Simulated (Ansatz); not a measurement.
**Lattice dynamics of CdF2 monolayer (1T)**

Wanted: phonon frequencies of CdF2 monolayer (1T) and what follows from them.

Calculated with Ansatz 0.2.0; DFT LDA, scalar-relativistic, plane waves, PAW; PAW set soft_1.

### Step 1. Starting point

The cell holds 3 atoms: 1 Cd and 2 F. Cell: a = 3.350 Å, b = 3.350 Å, c = 20.000 Å, α = 90.0°, β = 90.0°, γ = 120.0°. It derives from CdF2. Vacuum lies along c.

### Step 2. Rough relaxation

A rough relaxation comes first, because large forces or stress need no tight tolerances yet.

The program solves this slab on a cell height of its own, 27.6 Å, in place of the one typed.

input.yaml

```yaml
crystal:
  lattice:
    - [3.35, 0.0, 0.0]
    - [-1.675, 2.90119, 0.0]
    - [0.0, 0.0, 20.0]
  atoms:
    - { symbol: Cd, position: [0.0, 0.0, 0.5] }
    - { symbol: F, position: [0.333333, 0.666667, 0.5475] }
    - { symbol: F, position: [0.666667, 0.333333, 0.4525] }
  periodic: [true, true, false]
kpoints:
  mp_grid: { grid: [9, 9, 1] }
hamiltonian:
  xc: lda
  pseudopotentials: { kind: paw, azcp: { folder: soft_1 }, xc_functional: pbe }
scf:
  occupations: { method: gaussian, width: 0.1 }
output:
  forces: true
  stress: true
  eigenvalues: true
relax:
  adjacent_minimum: "off"
  f_tol: 0.05
  max_steps: 80
  cell: { stress_2d_tol: 0.02 }
```

Run with:

```
$ ansatz run input.yaml --threads 4 --pin off --max-ram 16384MiB --backend cpu --events-out ev --progress --plain --runs-dir out
```

Numbers of over 12 decimals in the logs are rounded to 6 here.

The log of the run:

```text
[...]
F+E_penalty+E_count = -9705.91578990 eV   max|allowed force component| = 1.487e-4 eV/Å   (the final SCF, on the basis selected at the relaxed cell)
  cell:  # Å, volume = 282.8380 Å³
    - [3.439925, 0, 0]
    - [-1.719963, 2.979063, 0]
    - [0, 0, 27.6]
  atoms:
    - { symbol: Cd, position: [0, 0, 0.362319] }
    - { symbol: F, position: [0.333333, 0.666667, 0.397580] }
    - { symbol: F, position: [0.666667, 0.333333, 0.327058] }
[key lines of the parts left out:]
SCF converged after 6 iterations
Free energy (F): -9705.915790 eV
Fermi energy:    -6.978775 eV
P = ½ c Tr σ = 0.0063 N/m
```

The job ended after 9.1 s (4 threads of Arm Neoverse V1, shared host; peak memory 0.52 GiB).

The steps of the relaxation:

| step | energy less that of the first step (eV) | largest force component (eV/Å) | volume (Å³) |
| --- | --- | --- | --- |
| 1 | 0.0000 | 0.6818 | 268.24 |
| 2 | -0.0756 | 0.1213 | 276.05 |
| 3 | -0.0798 | 0.0003 | 279.83 |
| 4 | -0.0795 | 0.0062 | 281.12 |
| 5* | -0.0882 | 0.0053 | 281.12 |
| 6 | -0.0879 | 0.0001 | 282.54 |
| 7 | -0.0878 | 0.0000 | 282.84 |
| 8* | -0.0887 | 0.0001 | 282.84 |

Relaxation steps marked * repeat the geometry before them on a plane-wave basis chosen anew for their cell, so energy and pressure can jump there.

Forces are held to the 12 operations that the run works with; a distortion that breaks them can't arise in this run.

| cell as run | before | after | change |
| --- | --- | --- | --- |
| a (Å) | 3.350 | 3.440 | +2.7 % |
| b (Å) | 3.350 | 3.440 | +2.7 % |

The atoms that moved most (Å, along periodic axes as changes of fractional coordinates times the final cell, across vacuum about the mean position):

| atom | dx | dy | dz | length |
| --- | --- | --- | --- | --- |
| F2 | 0.000 | 0.000 | 0.023 | 0.023 |
| F3 | 0.000 | 0.000 | -0.023 | 0.023 |

The relaxed structure:

```
Cd F
1.0
     3.43993    0.00000    0.00000
    -1.71996    2.97906    0.00000
     0.00000    0.00000   27.60000
Cd F
1 2
Direct
  0.00000 0.00000 0.36232
  0.33333 0.66667 0.39758
  0.66667 0.33333 0.32706
```

This step gave:

```yaml
gap_on_the_k_mesh: 3.800 eV
direct_gap_on_mesh: 3.800 eV
area_per_atom: 3.416 Å²
```

The relaxation ends with a largest force component of 1.5e-4 eV/Å.

### Step 3. Relaxation

The cell and atoms are relaxed, since residual forces and stress would shift the frequencies.

input.yaml

```yaml
crystal:
  lattice:
    - [3.4399253577, 0.0, 0.0]
    - [-1.7199626788, 2.9790627469, 0.0]
    - [0.0, 0.0, 27.6]
  atoms:
    - { symbol: Cd, position: [0.0, 0.0, 0.3623188406] }
    - { symbol: F, position: [0.3333333333, 0.6666666667, 0.3975798181] }
    - { symbol: F, position: [0.6666666667, 0.3333333333, 0.3270578631] }
  periodic: [true, true, false]
kpoints:
  mp_grid: { grid: [9, 9, 1] }
hamiltonian:
  xc: lda
  pseudopotentials: { kind: paw, azcp: { folder: soft_1 }, xc_functional: pbe }
scf:
  occupations: { method: gaussian, width: 0.02 }
output:
  forces: true
  stress: true
  eigenvalues: true
  write_density: true
  write_potential: true
  elf: true
  volumetric_format: npy
relax:
  adjacent_minimum: "off"
  f_tol: 0.005
  max_steps: 80
  cell: { stress_2d_tol: 0.02 }
```

The log of the run:

```text
[...]
Crystal: 3 atoms, lattice volume = 282.838 Å³
Basis set: ecut = 420 eV, 5529 PW (Γ)
Bands: 21, of which v1, the nominal top of the filled ones, is band 17 counted from 1 (16 counted from 0)
Symmetry: 12 space group operations
[...]
k-points: 12 of 81
[...]
SCF iter   1: F=—  HF=-9707.373940 eV  |F-HF|=—  |Δ(HF+E_count)|=         —  Δρ=4.00e-2  dr2=4.58e0  ethr=3.10e-3  ⟨swp⟩=11.1  Hψ=1693  notcnv=0
[...]
SCF iter   8: F=-9705.915790 eV  HF=-9705.915790 eV  |F-HF|=2.59e-8  |Δ(HF+E_count)|=   1.20e-6  Δρ=4.59e-6  dr2=3.01e-8  ethr=2.94e-10  ⟨swp⟩=14.6  Hψ=2841  notcnv=0
SCF 1 converged in 8 iterations: F = -9705.915790 eV  dr2 = 3.01e-8
[...]
relax step   1: F+E_penalty+E_count = -9705.91578989 eV  Δ(F+E_penalty+E_count) = +0.000e0 eV  max|allowed force component| = 1.086e-4 eV/Å  Δτ_max = 0.0000 Å  P = +0.006 N/m  Ω = 282.838 Å³  fix = [c, alpha, beta]  reactions: c +0.000 N/m  (8 SCF iters, dr2 threshold 1.00e-7 eV, accepted)
[...]
SCF iter   5: F=-9705.915790 eV  HF=-9705.915790 eV  |F-HF|=2.55e-11  |Δ(HF+E_count)|=  4.00e-11  Δρ=3.98e-8  dr2=3.01e-12  ethr=1.00e-12  ⟨swp⟩=9.6  Hψ=1930  notcnv=0
SCF 2 converged in 5 iterations: F = -9705.915790 eV  dr2 = 3.01e-12
relax step   2: F+E_penalty+E_count = -9705.91578990 eV  Δ(F+E_penalty+E_count) = -1.441e-8 eV  max|allowed force component| = 1.499e-4 eV/Å  Δτ_max = 0.0000 Å  P = +0.006 N/m  Ω = 282.838 Å³  fix = [c, alpha, beta]  reactions: c +0.000 N/m  stress off target by 6.34e-3 N/m on what of the cell is left free  SCF on the basis re-selected at this cell (its energy is not comparable with the rows above)  (5 SCF iters)
[...]
WARN: The output density's exchange-correlation potential varies sharply where the density is thin. Do not read a vacuum level from v_tot or v_xc, or from such a field of the output density. On a cell that repeats whose density bears no net charge and no dipole along the vacuum's axis use v_es (v_loc + v_h of the components); under efield.dipole_correction with no amplitude use v_es + v_field, which holds any externa [...]
SCF converged after 5 iterations
Free energy (F): -9705.915790 eV
[...]
Internal energy: -9705.915790 eV  (E = F + TS)
E sigma→0 (E₀):  -9705.915790 eV
Fermi energy:    -6.979648 eV
[...]
--- Forces (eV/Å), atoms counted from 1 ---
  atom   1  Cd     0.00000000    -0.00000000     0.00000000
  atom   2  F      0.00000000    -0.00000000     0.00014991
  atom   3  F     -0.00000000     0.00000000    -0.00014991
  max |Σ_I F_I| component: 4.63e-18 eV/Å
--- 2D stress c σ (N/m, compression-positive) ---
        0.006340      -0.000000       0.000000
       -0.000000       0.006340       0.000000
        0.000000       0.000000       0.000000
  P = ½ c Tr σ = 0.0063 N/m
--- Band table (eV; the first three rows and the last of 12) ---
  k-point 0: bands = [... 13 lower, -10.4898, -10.1356, -8.8798, -8.8798, -5.0796, -1.7596 (-1.7596°), -0.0676, 0.1478]
  k-point 1: bands = [... 13 lower, -10.3654, -10.0661, -9.0835, -8.9217, -4.7080, -1.4959 (-1.4959°), 0.1300, 0.3641]
  k-point 2: bands = [... 13 lower, -10.5128, -9.9585, -9.4797, -8.9840, -3.7588, -0.8050 (-0.8050°), 0.7120, 1.0044]
  k-point 11: bands = [... 13 lower, -10.9784, -10.8688, -9.3278, -9.3278, -0.7445, 2.0540, 2.2498, 2.2498]
  ° read free of the cell's end (the report's vacuum.weakly_bound_levels)
--- Relaxed structure (1 steps of the walk, 1 accepted, 1 SCFs on fresh bases) ---
[...]
cell:  # Å, volume = 282.8380 Å³
    - [3.439925, -2.8867426702317266e-11, 0.0]
    - [-1.719963, 2.979063, 0.0]
    - [0.0, 0.0, 27.6]
  atoms:
    - { symbol: Cd, position: [0.0, 0.0, 0.362319] }
    - { symbol: F, position: [0.333333, 0.666667, 0.397580] }
    - { symbol: F, position: [0.666667, 0.333333, 0.3270578631] }
```

Wall time 3 s (4 threads); peak memory 0.52 GiB; 11 s of CPU time.

Little changed from the start: no atom moved by 0.005 Å and no cell edge by 0.1 %.

Valence density in the ac plane at fractional y = 0.000, with atoms of Cd within 0.2 Å of it. It is the smooth field of the valence electrons, not physical close to the nuclei.

Values in e/Å³, 24 rows by 14 columns, each cell a mean:
```
 0  0  0  0  0  0  0  0  0  0  0  0  0  0
 0  0  0  0  0  0  0  0  0  0  0  0  0  0
 0  0  0  0  0  0  0  0  0  0  0  0  0  0
 0  0  0  0  0  0  0  0  0  0  0  0  0  0
 0  0  0  0  0  0  0  0  0  0  0  0  0  0
 0  0  0  0  0  0  0  0  0  0  0  0  0  0
 0  0  0  0  0  0  0  0  0  0  0  0  0  0
 0  0  0  0  0  0  0  0  0  0  0  0  0  0
 0  0  0  0  0  0  0  0  0  0  0  0  0  0
 0  0  0  0  0  0  0  0  0  0  0  0  0  0
 0  0  0  0  0  0  0  0  0  0  0  0  0  0
 0  0  0  0  0  0  0  0  0  0  0  0  0  0
 0  0  0  0  0  0  0  0  0  0  0  0  0  0
 0  0  0  0  0  0  0  0  0  0  0  0  0  0
 5  3  2  1  0  0  0  0  0  0  0  1  2  4
15 11  5  2  0  0  0  0  0  0  1  2  6 12
 0  0  0  0  0  0  0  0  0  0  0  0  0  0
 0  0  0  0  0  0  0  0  0  0  0  0  0  0
 0  0  0  0  0  0  0  0  0  0  0  0  0  0
 0  0  0  0  0  0  0  0  0  0  0  0  0  0
 0  0  0  0  0  0  0  0  0  0  0  0  0  0
 0  0  0  0  0  0  0  0  0  0  0  0  0  0
 0  0  0  0  0  0  0  0  0  0  0  0  0  0
 0  0  0  0  0  0  0  0  0  0  0  0  0  0
```
Columns run along a (3.4 Å), rows up along c (27.6 Å). Atoms in or near the plane, at fractional coordinates: Cd at (0.00, 0.36).

ELF in the ac plane at fractional y = 0.000, with atoms of Cd within 0.2 Å of it. It is the smooth field of the valence electrons, not physical close to the nuclei.

Ten even steps from '0' (0.00) to '9' (0.70), each cell a mean:
```
00000000000000
00000000000000
00000000000000
00000000000000
00000000000000
00000000000000
00000000000000
00000000000000
00000000000000
00000000000000
00000000000000
00000000000000
00000000000000
00000122210000
54321244321234
98632122112469
11001245421011
00000000000000
00000000000000
00000000000000
00000000000000
00000000000000
00000000000000
00000000000000
```
Columns run along a (3.4 Å), rows up along c (27.6 Å). Atoms in or near the plane, at fractional coordinates: Cd at (0.00, 0.36).

Electrostatic potential energy in the ac plane at fractional y = 0.000, with atoms of Cd within 0.2 Å of it. With pseudopotentials it is smooth inside the atoms' cores, unlike the true potential.

Ten even steps from '0' (-19 eV) to '9' (0 eV), each cell a mean:
```
99999999999999
99999999999999
99999999999999
99999999999999
99999999999999
99999999999999
99999999999999
99999999999999
99999999999999
99999999999999
99999999999999
99999999999999
99999999999999
99999999999999
12246788875322
00003688762000
67788999998876
99999999999999
99999999999999
99999999999999
99999999999999
99999999999999
99999999999999
99999999999999
```
Columns run along a (3.4 Å; values clipped at the 3rd and 97th percentile), rows up along c (27.6 Å). Atoms in or near the plane, at fractional coordinates: Cd at (0.00, 0.36).

### Step 4. Relaxing to small forces for the phonons

Phonons need a cell at rest on their own settings, so the relaxation is repeated with tight tolerances on forces and stress on the k mesh and occupations of the first response run.

input.yaml, the sections that differ from step 3:

```yaml
kpoints:
  mp_grid: { grid: [12, 12, 1] }
scf:
  occupations: { method: fixed }
relax:
  adjacent_minimum: "off"
  f_tol: 0.001
  max_steps: 60
  cell: { stress_2d_tol: 0.002 }
# crystal, hamiltonian, output: as in step 3
```

The log of the run:

```text
[...]
Crystal: 3 atoms, lattice volume = 282.838 Å³
Basis set: ecut = 420 eV, 5529 PW (Γ)
Bands: 21, of which v1, the nominal top of the filled ones, is band 17 counted from 1 (16 counted from 0)
Symmetry: 12 space group operations
[...]
k-points: 19 of 144
[...]
° read free of the cell's end (the report's vacuum.weakly_bound_levels)
--- Relaxed structure (3 steps of the walk, 3 accepted, 1 SCFs on fresh bases) ---
[...]
cell:  # Å, volume = 282.8818 Å³
    - [3.440191, -2.8869659488630632e-11, 0]
    - [-1.720096, 2.979293, 0]
    - [0, 0, 27.6]
  atoms:
    - { symbol: Cd, position: [0, 0, 0.3623188406] }
    - { symbol: F, position: [0.333333, 0.666667, 0.397573] }
    - { symbol: F, position: [0.666667, 0.333333, 0.327064] }
[key lines of the parts left out:]
SCF converged after 10 iterations
Free energy (F): -9705.915666 eV
Fermi energy:    -8.879417 eV
P = ½ c Tr σ = 0.0006 N/m
```

Elapsed: 7.8 s, on 4 threads; peak memory 0.55 GiB.

Little changed from the start: no atom moved by 0.005 Å and no cell edge by 0.1 %.

Valence density in the ac plane at fractional y = 0.000, with atoms of Cd within 0.2 Å of it. It is the smooth field of the valence electrons, not physical close to the nuclei.

Ten steps, logarithmic in the rise over the least value, from '_' (0 e/Å³) to '@' (15 e/Å³), each cell a mean:
```
____________________________
____________________________
____________________________
____________________________
____________________________
____________________________
____________________________
____________________________
____________________________
____________________________
____________________________
____________________________
____________________________
____________________________
##**++--::..........::--++##
@@@@##++::..........--**%%@@
......____..........____....
____________________________
____________________________
____________________________
____________________________
____________________________
____________________________
____________________________
```
Columns run along a (3.4 Å), rows up along c (27.6 Å). Atoms in or near the plane, at fractional coordinates: Cd at (0.00, 0.36).

ELF in the ac plane at fractional y = 0.000, with atoms of Cd within 0.2 Å of it. It is the smooth field of the valence electrons, not physical close to the nuclei.

Ten even steps from '0' (0.00) to '9' (0.70), each cell a mean:
```
00000000000000
00000000000000
00000000000000
00000000000000
00000000000000
00000000000000
00000000000000
00000000000000
00000000000000
00000000000000
00000000000000
00000000000000
00000000000000
00000122210000
54321244321234
98632122112469
11001245421011
00000000000000
00000000000000
00000000000000
00000000000000
00000000000000
00000000000000
00000000000000
```
Columns run along a (3.4 Å), rows up along c (27.6 Å). Atoms in or near the plane, at fractional coordinates: Cd at (0.00, 0.36).

Electrostatic potential energy in the ac plane at fractional y = 0.000, with atoms of Cd within 0.2 Å of it. With pseudopotentials it is smooth inside the atoms' cores, unlike the true potential.

Values in eV, 24 rows by 14 columns, each cell a mean:
```
  0   0   0   0   0   0   0   0   0   0   0   0   0   0
  0   0   0   0   0   0   0   0   0   0   0   0   0   0
  0   0   0   0   0   0   0   0   0   0   0   0   0   0
  0   0   0   0   0   0   0   0   0   0   0   0   0   0
  0   0   0   0   0   0   0   0   0   0   0   0   0   0
  0   0   0   0   0   0   0   0   0   0   0   0   0   0
  0   0   0   0   0   0   0   0   0   0   0   0   0   0
  0   0   0   0   0   0   0   0   0   0   0   0   0   0
  0   0   0   0   0   0   0   0   0   0   0   0   0   0
  0   0   0   0   0   0   0   0   0   0   0   0   0   0
  0   0   0   0   0   0   0   0   0   0   0   0   0   0
  0   0   0   0   0   0   0   0   0   0   0   0   0   0
  0   0   0   0   0   0   0   0   0   0   0   0   0   0
 -2  -2  -1  -1  -1   0   0   0   0   0  -1  -1  -1  -2
-16 -15 -14 -11  -7  -4  -3  -3  -3  -4  -8 -12 -14 -15
-19 -19 -19 -18 -12  -6  -4  -3  -4  -7 -14 -18 -19 -19
 -6  -6  -4  -3  -2  -1  -1  -1  -1  -1  -2  -3  -5  -6
  0   0   0   0   0   0   0   0   0   0   0   0   0   0
  0   0   0   0   0   0   0   0   0   0   0   0   0   0
  0   0   0   0   0   0   0   0   0   0   0   0   0   0
  0   0   0   0   0   0   0   0   0   0   0   0   0   0
  0   0   0   0   0   0   0   0   0   0   0   0   0   0
  0   0   0   0   0   0   0   0   0   0   0   0   0   0
  0   0   0   0   0   0   0   0   0   0   0   0   0   0
```
Columns run along a (3.4 Å; values clipped at the 3rd and 97th percentile), rows up along c (27.6 Å). Atoms in or near the plane, at fractional coordinates: Cd at (0.00, 0.36).

The largest force component left is 0.063 meV/Å, within the tolerances set.

(Part 1 of 3 ends here.)

[Logs are printed without paths, hosts, clocks, repeated set-up lines and the standing remarks that a program may print on its own settings, such as how far it seeks lower states.]

[Hosts, paths, dates, database ids (printed as entryN), source tags and the programs' standing remarks are cut or masked in the printed files.]
